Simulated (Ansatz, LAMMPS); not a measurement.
# Elastic response of glassy 79SiO2-12Al2O3-4SrO-4ZnO (mol %) (76 atoms): runs compared

How stiff is glassy 79SiO2-12Al2O3-4SrO-4ZnO (mol %) (76 atoms), and how do its levels respond to strain?

Computed with Ansatz 0.2.0: Kohn-Sham DFT, PBE, PAW (set soft_2), plane waves.

**1. The cell as built**

The cell holds 76 atoms: 19 Si, 6 Al, 1 Sr, 1 Zn and 49 O. Cell: a = 9.942 Å, b = 9.942 Å, c = 9.942 Å, α = 90.0°, β = 90.0°, γ = 90.0°. 76 atoms (19 Si, 6 Al, 1 Sr, 1 Zn, 49 O) placed at random at 2.51 g/cm³, melted at 4000 K for 10 ps at fixed volume with the Morse and Coulomb pair potential with partial charges (Pedone, Malavasi, Menziani, Cormack and Segre, J. Phys. Chem. B 110, 11780 (2006)). Quenched from 4000 K to 300 K at 10 K/ps and fixed volume, held 10 ps at zero pressure.

What the set-up can't give: The quench rate of 10 K/ps is many orders above laboratory rates, so the cell is likely richer in defects and strain than a real sample. The starting topology of bonds comes from the classical model, and needn't be the one that DFT or experiment would give. Sampling is at Γ alone.

**2. The reference run**

The reference is a single point at the end of the relaxation.

Every strained cell starts from the geometry of this run, and its atoms are relaxed with the cell held.

Its input, with most atom lines left out:

```yaml
crystal:
  lattice:
    - [10.02776, 0.19083, 0.00167]
    - [0.19083, 9.83289, -0.2574]
    - [0.00167, -0.2574, 10.20503]
  atoms:
    - { symbol: Si, position: [0.7447, 0.74665, 0.30999] }
    - { symbol: Si, position: [0.03989, 0.93708, 0.98992] }
    - { symbol: Si, position: [0.22232, 0.35967, 0.48504] }
    - { symbol: Si, position: [0.62141, 0.38255, 0.2203] }
    - { symbol: Si, position: [0.74879, 0.18833, 0.70608] }
    - { symbol: Si, position: [0.38439, 0.25742, 0.06434] }
    - { symbol: Si, position: [0.54741, 0.97332, 0.26329] }
    [... atom lines 8 to 76 left out ...]
kpoints:
  mp_grid: { grid: [1, 1, 1] }
hamiltonian:
  xc: pbe
scf:
  occupations: { method: fixed }
output:
  forces: true
  stress: true
  populations: true
  dos:
    method: { smearing: { sigma: 0.08 } }
    de: 0.1
    projected: { site_lists: { Al: [Al], O: [O], Si: [Si], Sr: [Sr], Zn: [Zn] } }
  eigenvalues: true
  write_density: true
  write_potential: true
  volumetric_format: npy
  elf: true
```

- free energy per atom: -658.6536 eV/atom
- r.m.s. force component: 0.01134 eV/Å
- pressure: 0.01165 GPa

Filled and empty levels are parted by 3.86 eV (at Γ alone); a semilocal functional tends to put such gaps too low. In a disordered cell it changes from sample to sample, and tail or defect levels can set it.

**3. The runs**

Each row is one run, on 4 threads of Intel Xeon Platinum 8259CL at 2.50GHz (Skylake/Cascade Lake), shared host. The free energy is the program's total, comparable only between runs with the same functional, potentials and atoms.

```
                                 run  atoms    outcome  ionic steps, all passes  free energy (eV)     time  host memory (GiB)
           Single point at the start     76  converged                        -        -50049.972     12 s                1.2
              Cell and atoms relaxed     76  converged                       18        -50057.671  2.1 min                1.2
Single point at the relaxed geometry     76  converged                        -        -50057.671     12 s                1.3
                         Volume -3 %     76  converged                        8        -50057.513     65 s                1.3
                         Volume +3 %     76  converged                       10        -50057.527     82 s                1.3
                         Volume -6 %     76  converged                       15        -50056.970  1.8 min                1.3
                         Volume +6 %     76  converged                       10        -50057.109     83 s                1.3
                        Volume -10 %     76  converged                       13        -50055.588     96 s                1.2
            Stretched by 1 % along x     76  converged                        7        -50057.633     49 s                1.3
           Compressed by 1 % along x     76  converged                        5        -50057.639     34 s                1.3
                Sheared by 2 % in xy     76  converged                        9        -50057.627     66 s                1.3
```

In some runs the program notes that the SCF threshold is loose for the stress.

**4. Pressure against volume**

Atoms are relaxed at each volume, in the scaled cell.

| volume change (%) | volume (Å³/atom) | energy change (meV/atom) | pressure (GPa) | largest move on relaxing (Å) | bonds | gap (eV) |
| --- | --- | --- | --- | --- | --- | --- |
| -10 | 11.904 | 27.41 | 7.06 | 0.38 | 113 | 4.47 |
| -6 | 12.433 | 9.22 | 3.96 | 0.24 | 113 | 4.30 |
| -3 | 12.830 | 2.07 | 1.91 | 0.12 | 112 | 4.11 |
| +0 | 13.226 | 0.00 | 0.01 | - | 111 | 3.86 |
| +3 | 13.623 | 1.89 | -1.54 | 0.20 | 110 | 3.61 |
| +6 | 14.020 | 7.39 | -3.06 | 0.35 | 109 | 3.40 |

**5. Uniaxial strain and shear**

Stress (GPa, compression positive) less that of the relaxed cell, atoms relaxed:

```
                   strain      xx      yy      zz      xy  energy change (meV/atom)
 stretched by 1 % along x  -1.281  -0.413  -0.413   0.050                      0.50
compressed by 1 % along x   1.310   0.297   0.538   0.010                      0.42
     sheared by 2 % in xy   0.007  -0.351  -0.084  -0.786                      0.57
```

**6. Findings**

The bulk modulus, from the slope of pressure against ln V over the three points nearest the relaxed volume, is 57.5 GPa; between neighbouring points the slope runs 71, 65, 62, 53 and 53 GPa from the smallest volume up, without a steady fall, so no pressure derivative is given. The count of bonds runs from 109 to 113 over the series, so at some points contacts cross the cutoffs. The gap goes from 4.47 eV at the smallest volume to 3.40 eV at the largest, -6.8 eV per unit of ln V by a straight line, on the run's k-points. In the Cartesian axes of the cell, finite differences give C11 = 130, C12 = 35.5, C13 = 47.6 and C66 = 39.3 GPa (the shear of 2 % is the engineering strain, εxy = 0.01). The mean of C11, C12 and C13, which equals the bulk modulus in a cubic or isotropic solid, is 70.9 GPa: it lies 23 % over the bulk modulus from the volumes. For an isotropic solid C66 would equal (C11 − C12)/2 = 47.0 GPa; so small a sample needn't be isotropic, and C66 rests on one shear. With the bulk modulus and C66 as K and G, Young's modulus would be about 96 GPa and Poisson's ratio 0.22.

Caveats: Strains are finite and relaxations stop at the force tolerance of the input, which can leave moduli too stiff; they are those of a static cell at zero temperature. Volumes are changed with the cell's shape held, so in an anisotropic solid the modulus lies over the one under free hydrostatic load. The program notes that the SCF threshold of the relaxations is loose for the stress.

The DFT runs together took 12 min of wall time.

[Logs are printed without paths, hosts, clocks, repeated set-up lines and the standing remarks that a program may print on its own settings, such as how far it seeks lower states.]

[Hosts, paths, dates, database ids (printed as entryN), source tags and the programs' standing remarks are cut or masked in the printed files.]
